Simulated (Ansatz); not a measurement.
# A hypothetical structure for Ni3GeH, part 2 of 2

Starting from a made-up structure for Ni3GeH, the aim is the relaxed cell, its shortest contacts and, where a second run follows, its electronic structure.

Ansatz 0.2.0; DFT, PBEsol, plane-wave PAW, files of the set soft_1, scalar-relativistic, ferromagnetic start, cell and ions relaxed at zero pressure; PAW set soft_1 (the session's first sound run).

So far: Starting point; Relaxing cell and atoms. The relaxed cell has a = 3.586 Å (conventional setting).

### 3. Bands of the relaxed cell

With the geometry fixed, one more self-consistent run, with a narrower smearing and the mesh shown in its input, gives the bands, and its pressure, and its forces where symmetry allows any, show how far the geometry depends on these settings.

This step: DFT, PBEsol, plane-wave PAW, files of the set soft_1, scalar-relativistic, no spin, bands and density of states at the relaxed cell; PAW set soft_1 (Ansatz 0.2.0).

Contents of input.yaml:

```yaml
crystal:
  lattice:
    - [3.5862618248, 0.0, 0.0]
    - [0.0, 3.5862618248, 0.0]
    - [0.0, 0.0, 3.5862618248]
  atoms:
    - { symbol: Ge, position: [0.5, 0.5, 0.5] }
    - { symbol: Ni, position: [0.0, 0.0, 0.5] }
    - { symbol: Ni, position: [0.0, 0.5, 0.0] }
    - { symbol: Ni, position: [0.5, 0.0, 0.0] }
    - { symbol: H, position: [0.0, 0.0, 0.0] }
kpoints:
  mp_grid: { grid: [8, 8, 8] }
  band_path:
    path:
      - [[0.0, 0.0, 0.0], [0.0, 0.5, 0.0], [0.5, 0.5, 0.0], [0.0, 0.0, 0.0], [0.5, 0.5, 0.5], [0.0, 0.5, 0.0]]
      - [[0.5, 0.5, 0.0], [0.5, 0.5, 0.5]]
    npoints: 13
scf:
  occupations: { method: fermi_dirac, width: 0.03 }
  n_extra_bands: 9
hamiltonian:
  xc: pbesol
  pseudopotentials: { kind: paw, azcp: { folder: soft_1 }, xc_functional: pbe }
output:
  forces: true
  stress: true
  write_bands: true
  dos: { projected: true }
  write_density: true
  write_potential: true
  elf: true
  volumetric_format: npy
```

Run with:

```console
$ ansatz run input.yaml --threads 4 --pin off --max-ram 8192MiB --backend cpu --events-out ev --progress --plain --runs-dir out
```

Numbers of over 12 decimals in the logs are rounded to 6 here.

Log:

```text
[...]
Crystal: 5 atoms, lattice volume = 46.124 Å³
Basis set: ecut = 420 eV, 895 PW (Γ), exchange–correlation on 48×48×48 points (8 copies of the dense FFT grid, shifted against one another)
Bands: 44, of which v1, the nominal top of the filled ones, is band 35 counted from 1 (34 counted from 0)
Symmetry: 48 space group operations
[...]
k-points: 35 of 512
[...]
SCF iter   1: F=—  HF=-21686.719198 eV  |F-HF|=—  |Δ(HF+E_count)|=         —  Δρ=1.02e-1  dr2=5.27e0  ethr=3.10e-3  ⟨swp⟩=5.3  Hψ=5374  notcnv=0
[...]
SCF iter  10: F=-21685.537105 eV  HF=-21685.537105 eV  |F-HF|=8.69e-9  |Δ(HF+E_count)|=   9.40e-8  Δρ=4.18e-6  dr2=5.43e-9  ethr=1.45e-10  ⟨swp⟩=13.3  Hψ=11039  notcnv=0
SCF 1 converged in 10 iterations: F = -21685.537105 eV  dr2 = 5.43e-9
[...]
NSCF: frozen V_eff on 80 k-points
SCF converged after 10 iterations
Free energy (F): -21685.537105 eV
[...]
Internal energy: -21685.526369 eV  (E = F + TS)
E sigma→0 (E₀):  -21685.531737 eV
Entropy (-TS):   -0.010736 eV (-2.147 meV/atom)
Fermi energy:    18.372012 eV
[...]
--- Stress (GPa, compression-positive) ---
        0.002225       0.000000       0.000000
        0.000000       0.002225       0.000000
        0.000000       0.000000       0.002225
  P = ⅓ Tr σ = 0.0022 GPa (0.022 kbar)
--- Band table (eV; the first three rows and the last of 35) ---
  k-point 0: bands = [... 31 lower, 17.1133, 17.6745, 17.8293, 17.8293, 17.8293, 20.4575, 24.3348, 24.3348, ... 5 higher]
  k-point 1: bands = [... 31 lower, 17.1129, 17.6027, 17.8295, 18.1456, 18.1456, 20.8772, 24.3468, 24.7112, ... 5 higher]
  k-point 2: bands = [... 31 lower, 17.0975, 17.4060, 17.8299, 19.1169, 19.1169, 21.3199, 23.6501, 24.3846, ... 5 higher]
  k-point 34: bands = [... 31 lower, 16.8218, 16.8218, 17.6627, 17.6627, 17.6627, 18.4628, 21.4961, 21.4961, ... 5 higher]
```

Run time: 2.8 s. Hardware: 4 threads of Arm Neoverse V1, shared host; peak memory 0.4 GiB.

Numbers from this step:

* free energy: -21685.5371 eV
* energy at zero smearing: -21685.5317 eV
* smearing term TS: 0.01074 eV
* Fermi energy: 18.37 eV
* pressure: 0.002225 GPa

bands.tsv at the labelled points (eV, zero at the Fermi level; the bands that come nearest the Fermi level along the path):

```
point  band 32  band 33  band 34  band 35  band 36  band 37  band 38  band 39
    Γ    -1.26    -0.70    -0.54    -0.54    -0.54     2.09     5.96     5.96
    X    -1.57    -1.16    -0.54     2.95     2.95     3.29     3.80     4.48
    M    -1.49    -1.48    -1.36    -0.01    -0.01     4.96     5.54     6.09
    Γ    -1.26    -0.70    -0.54    -0.54    -0.54     2.09     5.96     5.96
    R    -1.55    -1.55    -0.71    -0.71    -0.71     0.09     3.12     3.12
    X    -1.57    -1.16    -0.54     2.95     2.95     3.29     3.80     4.48
    M    -1.49    -1.48    -1.36    -0.01    -0.01     4.96     5.54     6.09
    R    -1.55    -1.55    -0.71    -0.71    -0.71     0.09     3.12     3.12
```

Counts of states for the cell as run, both spins, by energy window (eV from the Fermi level):

| from | to | total |
| --- | --- | --- |
| -8 | -7 | 0.07 |
| -7 | -6 | 0.65 |
| -6 | -5 | 2.43 |
| -5 | -4 | 3.01 |
| -4 | -3 | 5.35 |
| -3 | -2 | 6.07 |
| -2 | -1 | 10.70 |
| -1 | 0 | 2.61 |
| 0 | 1 | 2.34 |
| 1 | 2 | 1.26 |
| 2 | 3 | 0.94 |
| 3 | 4 | 1.09 |
| 4 | 5 | 1.62 |
| 5 | 6 | 1.24 |

Below -8 eV lie 37.9 more states.

Electrostatic potential energy in the ac plane at fractional y = 0.000, with atoms of Ni and H within 0.2 Å of it. With pseudopotentials it is smooth inside the atoms' cores, unlike the true potential.

Values in eV, 14 rows by 14 columns, each cell a mean:
```
-5  1 13 11 -3 -1 17 24 13 -4  0 13 12 -1
 8 13 16 15  4 -5 -1  3 -2 -4  7 16 16 12
12 14 16 16 13  4 -2 -4 -1  6 14 17 16 13
-2  1  9 15 17 15 13 12 13 16 17 14  7  0
-1 -5 -3  9 17 18 19 19 19 18 16  6 -4 -4
20 10 -4  2 16 19 20 20 20 19 13 -1 -2 13
28 20 -1 -1 14 19 20 20 20 19 12 -4  3 24
24 14 -4  1 15 19 20 20 20 19 13 -2 -1 17
 3 -3 -4  8 17 19 19 19 19 18 15  4 -5 -1
-4 -2  6 14 17 17 15 14 16 17 17 13  4 -3
10 12 15 16 14  8  1 -1  2  9 15 16 15 11
11 14 16 15  6 -4 -4 -1 -4 -3  9 16 16 13
-3  4 14 12 -2 -3 14 20 10 -5  1 14 13  1
-8 -3 11 10 -4  3 24 28 20 -1 -2 12  8 -5
```
Columns run along a (3.6 Å; values clipped at the 3rd and 97th percentile), rows up along c (3.6 Å). Atoms in or near the plane, at fractional coordinates: Ni at (0.00, 0.50), Ni at (0.50, 0.00), H at (0.00, 0.00).

Valence density in the ac plane at fractional y = 0.000, with atoms of Ni and H within 0.2 Å of it. It is the smooth field of the valence electrons, not physical close to the nuclei.

Values in e/Å³, 14 rows by 14 columns, each cell a mean:
```
 1  1  0  1  1  7 23 35 19  5  1  0  1  1
 1  0  0  0  1  2  7 10  6  2  1  0  0  1
 0  0  0  0  0  1  1  2  1  1  0  0  0  0
 1  1  1  0  0  0  0  0  0  0  0  0  1  1
 7  4  2  1  0  0  0  0  0  0  0  1  2  5
29 16  4  1  0  0  0  0  0  0  0  1  6 19
56 29  7  1  0  0  0  0  0  0  0  2 10 35
35 19  5  1  0  0  0  0  0  0  0  1  7 23
10  6  2  1  0  0  0  0  0  0  0  1  2  7
 2  1  1  0  0  0  0  0  0  0  0  0  1  1
 1  0  0  0  0  1  1  1  1  1  0  0  0  1
 1  0  0  0  1  2  5  7  4  2  1  0  0  0
 1  1  0  0  1  6 19 29 16  4  1  0  0  1
 2  1  1  1  2 10 35 56 29  7  1  0  1  1
```
Columns run along a (3.6 Å), rows up along c (3.6 Å). Atoms in or near the plane, at fractional coordinates: Ni at (0.00, 0.50), Ni at (0.50, 0.00), H at (0.00, 0.00).

ELF in the ac plane at fractional y = 0.000, with atoms of Ni and H within 0.2 Å of it. It is the smooth field of the valence electrons, not physical close to the nuclei.

Ten even steps from '0' (0.17) to '9' (0.96), each cell a mean:
```
98400379620158
54200134200135
11100000000011
00000000000000
32000000000002
86200000000026
98300000000049
96200000000037
42000000000013
00000000000000
00000000000000
43200023200124
87300268620148
98400499830159
```
Columns run along a (3.6 Å), rows up along c (3.6 Å). Atoms in or near the plane, at fractional coordinates: Ni at (0.00, 0.50), Ni at (0.50, 0.00), H at (0.00, 0.00).

### 4. Summary of results

- space group, relaxed: Pm-3m
- conventional cell: a = 3.586, b = 3.586, c = 3.586 Å; α = 90.0°, β = 90.0°, γ = 90.0°
- volume per atom: 9.22 Å³ (guess 9.94)
- total moment: 0.00 μB in the cell of 5 atoms

In words: Ni3GeH relaxes to Pm-3m with a = 3.586, b = 3.586 and c = 3.586 Å. The guessed volume was 8 % too large. The space group Pm-3m was held in the relaxation, so the end point is a stationary structure within it and may be a saddle against distortions or other arrangements. The moments died out from this one start and weren't seeded again at the relaxed cell. Bands cross the Fermi level, so it is a metal or semimetal at this level. The electron count is odd, which forces that without spin polarisation or a larger cell. On the 8×8×8 mesh with the narrower smearing (relaxed on 7×7×7) the forces vanish, as symmetry may demand, and the largest stress component is 0.002 GPa, within the relaxation's thresholds of 0.015 eV/Å and 0.05 GPa. The cutoff wasn't tested. No dispersion term is used, so weakly bound directions may come out too long. Nothing here tests whether the compound is stable against decomposition.

[Logs are printed without paths, hosts, clocks, repeated set-up lines and the standing remarks that a program may print on its own settings, such as how far it seeks lower states.]

[Hosts, paths, dates, database ids (printed as entryN), source tags and the programs' standing remarks are cut or masked in the printed files.]
